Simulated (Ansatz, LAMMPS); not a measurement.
**Glassy 68SiO2-14MgO-11ZnO-7BaO (mol %) (75 atoms), the frame at 100 fs of a trajectory (instantaneous temperature 373 K)**

This is the frame at 100 fs of a trajectory (instantaneous temperature 373 K). Method: Kohn-Sham DFT, PBE, PAW (set soft_2), plane waves (Ansatz 0.2.0); cutoff 420 eV, Γ point, fixed occupations; density 2.67 g/cm³.

Cell vectors (Å):

```
10.485 0.000 0.000
0.000 10.485 0.000
0.000 0.000 10.485
```

Positions (Å):

```
1 Si 5.317 7.008 6.145
2 Si 5.523 2.466 5.188
3 Si 3.592 3.117 2.955
4 Si 6.825 9.546 1.672
5 Si 2.121 10.436 5.724
6 Si 5.761 10.188 7.036
7 Si 0.664 9.634 9.452
8 Si 0.963 9.409 1.887
9 Si 3.197 0.712 8.468
10 Si 4.997 5.990 9.237
11 Si 1.964 6.734 9.031
12 Si 0.738 1.512 3.643
13 Si 9.064 3.225 8.914
14 Si 3.255 6.248 3.839
15 Si 10.170 5.435 0.280
16 Si 4.404 2.975 10.290
17 Si 0.188 6.452 3.223
18 Si 7.262 1.997 0.528
19 Si 7.393 6.880 0.643
20 Mg 8.323 3.317 3.297
21 Mg 3.840 9.299 3.034
22 Mg 8.216 9.902 9.575
23 Mg 7.540 7.167 3.750
24 Zn 6.764 4.170 6.611
25 Zn 3.836 8.104 0.908
26 Zn 1.744 7.408 6.124
27 Ba 8.841 0.944 6.389
28 Ba 1.915 3.572 6.785
29 O 4.600 10.379 8.281
30 O 7.798 3.966 8.106
31 O 1.960 6.089 7.536
32 O 1.598 6.194 4.264
33 O 3.573 3.068 1.299
34 O 9.954 10.072 8.555
35 O 0.494 7.959 2.626
36 O 1.309 8.176 9.115
37 O 7.321 9.273 3.145
38 O 5.711 2.114 10.371
39 O 7.142 2.903 4.890
40 O 7.351 0.472 1.045
41 O 5.237 8.711 6.306
42 O 2.532 9.248 1.648
43 O 7.490 3.200 1.588
44 O 7.208 6.251 2.050
45 O 2.125 10.393 9.452
46 O 5.015 6.160 7.600
47 O 6.261 6.568 9.989
48 O 4.951 3.505 6.233
49 O 8.248 1.966 9.702
50 O 5.710 0.833 5.757
51 O 0.492 0.241 2.697
52 O 9.752 4.009 10.138
53 O 7.152 10.087 7.779
54 O 7.506 8.587 0.545
55 O 3.648 4.723 3.363
56 O 3.608 6.862 9.738
57 O 2.498 1.004 7.010
58 O 9.416 6.525 4.171
59 O 9.941 2.490 3.693
60 O 1.158 5.822 10.093
61 O 3.846 6.586 5.408
62 O 8.836 6.398 10.422
63 O 3.272 10.130 4.676
64 O 1.485 9.212 6.449
65 O 10.455 9.554 0.512
66 O 5.217 9.345 1.500
67 O 0.122 5.410 1.914
68 O 2.127 2.403 3.226
69 O 1.064 1.084 5.188
70 O 4.832 2.442 3.738
71 O 6.650 6.544 5.457
72 O 4.607 4.490 9.635
73 O 3.801 7.265 2.795
74 O 3.353 2.254 9.244
75 O 10.241 2.822 7.859
```

Predict the forces.

Columns: atom, fx, fy, fz (forces in eV/Å).

```
1 -1.468 1.676 1.559
2 2.759 -2.187 -0.162
3 -1.704 0.852 -1.744
4 -0.899 0.136 1.896
5 1.862 1.042 -0.110
6 -2.718 -1.330 -1.046
7 1.347 -0.469 1.002
8 -2.337 -2.103 -0.433
9 -0.589 0.550 1.690
10 -1.341 0.019 -1.177
11 0.484 -0.162 0.621
12 0.493 2.970 -0.728
13 -1.116 0.385 -1.860
14 0.201 -2.256 1.459
15 -0.177 0.660 0.597
16 -2.193 1.163 1.135
17 0.166 1.182 -0.464
18 -1.047 2.686 0.712
19 1.905 -0.100 -1.385
20 -0.791 0.026 -0.205
21 0.949 0.761 1.613
22 0.161 0.488 -0.451
23 0.528 0.535 0.214
24 0.253 0.581 0.112
25 0.440 -1.283 -1.566
26 0.333 -0.216 0.019
27 0.670 0.322 -0.236
28 -0.006 0.019 0.110
29 0.038 0.645 -0.772
30 1.063 -0.252 0.654
31 -0.050 0.487 0.439
32 -0.063 0.276 -0.589
33 1.786 -0.045 -1.050
34 -1.770 0.428 -0.712
35 0.379 1.330 -0.558
36 -0.228 -0.754 -0.284
37 0.203 -1.162 0.824
38 1.582 -0.616 0.287
39 -0.401 0.208 0.586
40 0.461 -0.211 -0.469
41 0.747 -0.531 0.685
42 -0.898 1.216 -0.434
43 0.100 -1.486 -0.636
44 -0.513 0.346 1.194
45 0.607 1.493 -0.570
46 0.960 0.591 0.135
47 0.041 0.347 0.187
48 -0.749 0.299 0.643
49 0.810 -0.640 -0.453
50 0.105 0.336 1.325
51 0.380 -0.419 0.237
52 0.572 0.582 1.082
53 1.018 0.052 0.608
54 0.780 -1.702 -1.611
55 -0.490 -0.184 0.501
56 -0.816 0.547 -0.187
57 1.274 0.059 0.794
58 -0.518 -0.576 0.046
59 0.872 -0.853 0.468
60 -0.765 -0.420 0.201
61 -0.201 0.240 -1.264
62 1.081 0.007 0.508
63 -0.327 -0.091 -0.633
64 -1.211 -2.054 0.239
65 1.809 -0.066 -0.114
66 -0.729 0.166 0.291
67 -0.516 0.091 -0.085
68 -0.172 -0.248 0.769
69 -1.565 -0.094 -0.424
70 -0.834 -0.706 -0.875
71 0.401 -0.733 -0.615
72 0.048 -1.148 0.423
73 0.348 1.269 -0.614
74 -0.059 -1.471 -1.339
75 -0.753 -0.502 -0.007
```

The quench rate of 25 K/ps is many orders above laboratory rates, so the cell is likely richer in defects and strain than a real sample. The network of bonds at the start is that of the classical potential that made the cell, and needn't be the one that DFT or experiment would give. Only the Γ point is sampled, in a cell whose shortest periodic width is 10 Å.

The r.m.s. force component is 0.956 eV/Å; the longest force, 3.52 eV/Å, acts on Si2. The energy lies 3.5 meV/atom above that of the first step of this run.

[Logs are printed without paths, hosts, clocks, repeated set-up lines and the standing remarks that a program may print on its own settings, such as how far it seeks lower states.]

[Hosts, paths, dates, database ids (printed as entryN), source tags and the programs' standing remarks are cut or masked in the printed files.]
